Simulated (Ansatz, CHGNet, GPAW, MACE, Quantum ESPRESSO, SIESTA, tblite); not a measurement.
## Running amorphous Hg20Zn15S35 (70 atoms) with tblite

Wanted: tblite inputs and outputs for amorphous Hg20Zn15S35 (70 atoms), checked against a plane-wave reference.

Main program and level: tblite 0.8.0; the method is named at each step.

## Step 1: Set-up

The cell holds 70 atoms: 20 Hg, 15 Zn and 35 S. Its edges and angles: a = 11.824 Å, b = 11.824 Å, c = 11.824 Å, α = 90.0°, β = 90.0°, γ = 90.0°. 70 atoms (20 Hg, 15 Zn, 35 S) placed at random at 6.14 g/cm³, melted at 2500 K for 10 ps at fixed volume with the Stillinger-Weber II-VI potential (Zhou et al., Phys. Rev. B 88, 085309 (2013)). Quenched from 2500 K to 700 K at 500 K/ps and fixed volume, held 5 ps, then minimised at fixed cell. Then every atom was moved at random, 0.03 Å r.m.s. a Cartesian component.

The yardstick, on the same geometry:

| Quantity | Value |
| --- | --- |
| method | Kohn-Sham DFT, PBE, PAW, plane waves (Ansatz 0.2.0); cutoff 420 eV, Γ point, fermi-dirac smearing of 0.05 eV; PAW set soft_2 |
| r.m.s. force component | 0.4099 eV/Å |
| longest force | 1.42 eV/Å |
| pressure | -2.001 GPa |
| SCF cycles | 13 |
| time | 37 s on 4 threads of Arm Neoverse V1, shared host |
| CPU time | 2.2 min |

## Step 2: GFN1-xTB

Method: GFN1-xTB tight binding, diagonalisation.

Input file run.py:

```python
import numpy as np
from ase.io import read
from tblite.ase import TBLite

atoms = read("structure.xyz")
atoms.calc = TBLite(method="GFN1-xTB", electronic_temperature=580, accuracy=1.0, max_iterations=250, mixer_damping=0.4, verbosity=1)
energy = atoms.get_potential_energy()
forces = atoms.get_forces()
print(f"energy {energy:.6f} eV")
print("forces (eV/A)")
for i, (a, f) in enumerate(zip(atoms, forces)):
    print(f"{i:4d} {a.symbol:2s} {f[0]:10.5f} {f[1]:10.5f} {f[2]:10.5f}")
stress = -atoms.get_stress(voigt=False) * 160.21766
print("stress (GPa, compression positive)")
for row in stress:
    print(" ".join(f"{x:10.4f}" for x in row))
print("charges (e)")
print(np.array2string(atoms.get_charges(), precision=4, suppress_small=True, max_line_width=110, threshold=100000))
```

Input file structure.xyz:

```xyz
70
Lattice="11.82420 0.00000 0.00000 0.00000 11.82420 0.00000 0.00000 0.00000 11.82420" Properties=species:S:1:pos:R:3 pbc="T T T"
Hg 8.89180 3.91866 2.40126
Hg 2.74783 8.44709 2.92282
Hg 0.18280 1.20571 8.41576
Hg 0.98141 0.57300 5.10794
Hg 2.95972 5.82543 10.51786
Hg 4.76645 8.87477 0.20633
Hg 3.33064 0.26593 10.69475
Hg 3.00193 10.15155 8.07841
Hg 6.13286 6.89398 9.78074
Hg 3.10090 3.61620 1.18656
Hg 9.23174 10.21292 5.73710
Hg 4.70863 6.90261 6.15249
Hg 6.50059 0.37424 10.50746
Hg 3.25946 0.52417 2.53546
Hg 6.03720 4.69054 0.77555
Hg 6.32938 9.97040 8.04412
Hg 6.13641 9.80853 4.13268
Hg 7.90980 1.45781 5.51611
Hg 6.30927 3.71812 8.25897
Hg 9.83253 11.06390 10.16255
Zn 8.15621 6.32547 4.98496
Zn 0.75509 9.50618 11.41414
Zn 5.18503 3.49133 4.50443
Zn 0.04671 6.50899 8.31017
Zn 2.52801 4.03938 7.48283
Zn 8.19914 8.12122 1.74431
Zn 8.88163 7.58877 7.73102
Zn 2.01047 4.86176 3.91570
Zn 10.91929 4.97775 5.71133
Zn 0.07709 1.75779 1.02823
Zn 9.95326 3.65521 9.68118
Zn 8.59418 11.70726 1.48701
Zn 11.34343 5.94958 0.45322
Zn 0.24015 8.40393 5.20832
Zn 4.12511 0.54983 6.57863
S 0.75001 3.86864 9.19308
S 9.55726 9.60125 3.14382
S 7.02984 8.16721 6.03862
S 5.30516 2.34947 2.36839
S 0.67457 7.13330 10.57474
S 7.13874 0.22762 3.51214
S 11.09122 11.27650 0.81575
S 1.21576 2.43661 3.20731
S 0.71264 10.32040 3.52267
S 10.51491 6.83261 4.11340
S 4.37188 5.36783 8.18849
S 4.35509 5.59344 3.95732
S 2.70325 10.36923 0.79707
S 3.92753 10.95370 4.64431
S 9.16340 6.94057 11.73032
S 7.26183 6.08249 2.72169
S 9.64713 5.30824 7.66078
S 3.28937 2.55474 5.67278
S 7.75112 2.01082 0.39516
S 10.51266 3.63405 0.24523
S 10.40269 0.73168 6.41014
[... 10 atom lines left out ...]
S 1.93976 2.17305 11.30464
S 9.03676 1.45899 9.11681
S 8.20410 9.04078 9.61556
S 6.38838 0.85453 7.68136
```

Launch:

```console
> OMP_NUM_THREADS=1 python run.py > output.txt
```

Log:

```text
------------------------------------------------------------
  cycle        total energy    energy error   density error
------------------------------------------------------------
      1     -158.5103003698  -1.5806763E+02   6.8315770E-01
      2     -148.0045601104   1.0505740E+01   5.5145209E-01
      3     -152.0853693175  -4.0808092E+00   6.3973729E-01
      4     -150.3757222285   1.7096471E+00   4.3232141E-01
      5     -159.0154227070  -8.6397005E+00   3.1473083E-01
      6     -159.3520863373  -3.3666363E-01   1.9814844E-01
      7     -160.2872344675  -9.3514813E-01   2.3168149E-01
      8     -160.9042377082  -6.1700324E-01   1.8098693E-01
      9     -161.1846548083  -2.8041710E-01   1.5534383E-01
     10     -161.1921284888  -7.4736805E-03   1.5416360E-01
     11     -160.9739418934   2.1818660E-01   1.5513049E-01
     12     -160.8163035670   1.5763833E-01   1.5513868E-01
     13     -161.2542535451  -4.3794998E-01   8.2154526E-02
     14     -161.2333653403   2.0888205E-02   6.1674692E-02
     15     -161.3596028928  -1.2623755E-01   2.4522507E-02
     16     -161.3776043515  -1.8001459E-02   1.6526343E-02
     17     -161.3859342539  -8.3299024E-03   8.9487792E-03
     18     -161.3860901794  -1.5592549E-04   7.3599939E-03
     19     -161.3876659784  -1.5757990E-03   4.0315718E-03
     20     -161.3880700731  -4.0409463E-04   2.4846987E-03
     21     -161.3881749429  -1.0486984E-04   1.9000483E-03
     22     -161.3882430908  -6.8147928E-05   9.2579218E-04
     23     -161.3882601279  -1.7037084E-05   4.9754298E-04
     24     -161.3882672696  -7.1416987E-06   2.4474035E-04
     25     -161.3882683252  -1.0555536E-06   1.2865048E-04
     26     -161.3882683927  -6.7556442E-08   1.3777024E-04
     27     -161.3882688371  -4.4439011E-07   5.1778172E-05
     28     -161.3882688893  -5.2239898E-08   3.6331267E-05
     29     -161.3882689110  -2.1702419E-08   1.6126028E-05
------------------------------------------------------------
 total:                                   3.606 sec
energy -4391.598485 eV
forces (eV/A)
   0 Hg    0.40042   -0.13244   -0.45308
   1 Hg   -0.77226    0.03842    0.50962
   2 Hg   -0.70521    0.31703    0.41949
   3 Hg   -0.29555    0.32234   -0.60132
   4 Hg   -1.00789   -0.03128   -0.33958
   5 Hg    0.49117   -0.17228    0.29753
   6 Hg    0.95969   -0.25153   -0.37983
   7 Hg    0.24255   -0.31578   -0.11237
   8 Hg    0.80089    0.04020    0.49576
   9 Hg    0.15224   -0.08671    0.61500
  10 Hg    0.99056   -0.09574   -0.31888
  11 Hg   -0.73324   -0.02133   -0.56884
  12 Hg   -0.02919    0.53794    0.39894
  13 Hg    0.09229    0.15482    0.42839
  14 Hg    0.91369   -0.66256    0.39597
  15 Hg   -0.06528    0.01821    0.18852
  16 Hg    0.16110    0.36378   -0.31969
  17 Hg    0.85284    0.95060    0.43686
  18 Hg    0.95986   -0.37185   -0.29626
  19 Hg    0.26477   -0.12566    0.49662
  20 Zn    0.30211   -0.70654   -0.55397
  21 Zn   -0.47595    0.04839    0.19949
  22 Zn    0.35009    0.15736   -0.07259
  23 Zn   -0.24506   -0.11831   -0.06097
[...]
62 S    -0.60982    0.08733   -0.55938
  63 S     0.23585    0.55840   -0.22269
  64 S    -0.56024    0.26385    0.28630
  65 S    -0.51268   -0.15692   -0.36005
  66 S    -0.19457    0.43365    0.00752
  67 S     0.48578   -0.10022    0.55933
  68 S    -0.36097   -0.26336   -0.94303
  69 S    -0.42041    0.11617   -0.35456
stress (GPa, compression positive)
   -2.1540    -0.1893    -0.3750
   -0.1893    -3.3160    -0.8037
   -0.3750    -0.8037    -1.7515
charges (e)
[ 0.2025  0.2012  0.1715  0.187   0.1742  0.1458  0.0543  0.0382  0.1196  0.1788  0.1744  0.1959  0.0728
  0.201   0.1747  0.1139  0.2117  0.1877  0.1925  0.1906  0.4265  0.4251  0.4247  0.4283  0.4141  0.3977
  0.409   0.4221  0.4387  0.4045  0.4333  0.41    0.4147  0.4215  0.3368 -0.2859 -0.2252 -0.263  -0.2436
 -0.2859 -0.2651 -0.2748 -0.2656 -0.2541 -0.2799 -0.2544 -0.3185 -0.2263 -0.2719 -0.2826 -0.2875 -0.3477
 -0.3168 -0.2219 -0.2814 -0.2134 -0.3105 -0.2081 -0.2214 -0.2804 -0.2706 -0.3376 -0.2991 -0.2375 -0.2846
 -0.2676 -0.2758 -0.2586 -0.2308 -0.2473]
```

Run time: 4.2 s. Hardware: 1 thread of Arm Neoverse V1, shared host; peak memory 0.14 GiB.

Banners, paths, timers and routine set-up lines are dropped from the logs unmarked, and long logs keep their key lines alone; longer cuts are marked.

Against the reference:

| Property | Result |
| --- | --- |
| r.m.s. force component | 0.4564 eV/Å |
| r.m.s. difference of force components | 315.5 meV/Å |
| longest difference of force vectors | 1182 meV/Å |
| force difference over r.m.s. force | 76.96 % |
| slope of forces against the reference's | 0.8236 |
| correlation of force components | 0.7398 |
| pressure | -2.407 GPa |
| pressure difference | -0.4064 GPa |

Length of the force difference by element (eV/Å):

```tsv
element	atoms	mean	most
Hg	20	0.52	0.96
S	35	0.54	1.2
Zn	15	0.37	0.75
```

The surroundings of Zn27, picked at random, nearest first, numbered as they follow in the input and with coordinates relative to it.

```tsv
atom	x	y	z	distance (Å)	bonds	Mulliken charge (e)	Fx	Fy	Fz (eV/Å)
Zn27	0.00	0.00	0.00	0.00	4	0.41	0.70	-0.23	0.60
S52	0.77	-2.28	-0.07	2.41	4	-0.35	0.51	0.62	0.71
S63	2.18	1.06	-0.35	2.45	4	-0.30	-0.61	0.09	-0.56
S69	-0.68	1.45	1.88	2.47	4	-0.23	-0.36	-0.26	-0.94
S38	-1.85	0.58	-1.69	2.57	6	-0.26	-0.32	0.66	-0.05
Zn21	-0.73	-1.26	-2.75	3.11	4	0.43	0.30	-0.71	-0.55
Zn24	2.99	-1.08	0.58	3.23	5	0.43	-0.25	-0.12	-0.06
Hg11	0.35	2.62	-1.99	3.31	4	0.17	0.99	-0.10	-0.32
Hg9	-2.75	-0.69	2.05	3.50	3	0.12	0.80	0.04	0.50
Hg16	-2.55	2.38	0.31	3.50	3	0.11	-0.07	0.02	0.19
```

Atoms are counted from 1 here, from 0 in the log.

Forces lie 77 % from the reference's, at 0.032 times its CPU time (on 1 against 4 cores).

## Step 3: What came out

```json
{
  "force difference from the reference": "tblite GFN1-xTB, 77 %",
  "its CPU time": "4.2 s"
}
```

**Reading.** Tight binding differs by 77 % (tblite GFN1-xTB); it is another model, with fitted parameters of its own, and the xTB methods hold dispersion. One electronic-structure run takes under half the reference's CPU time: tblite GFN1-xTB, at 77 % in 4.2 s against 2.2 min, too far off to be of use. Periodic xTB results under one method name differ between programs and library versions. The quench rate of 500 K/ps is many orders above laboratory rates, so the cell is likely richer in defects and strain than a real sample. The network of bonds at the start is that of the classical potential that made the cell, and needn't be the one that DFT or experiment would give. The reference's pressure of -2.0 GPa belongs to a cell and atoms that aren't relaxed at this level. The electronic-structure runs sample only Γ, in a cell whose shortest periodic width is 12 Å, which is coarse for a cell with partly filled levels. Spin–orbit coupling is left out, which matters for the levels of the heavy elements.

[Also dropped from logs without a mark: logging warnings of Python, and SIESTA's first energy breakdown and zero terms.]

[Logs are printed without paths, hosts, clocks, repeated set-up lines and the standing remarks that a program may print on its own settings, such as how far it seeks lower states.]

[Hosts, paths, dates, database ids (printed as entryN), source tags and the programs' standing remarks are cut or masked in the printed files.]
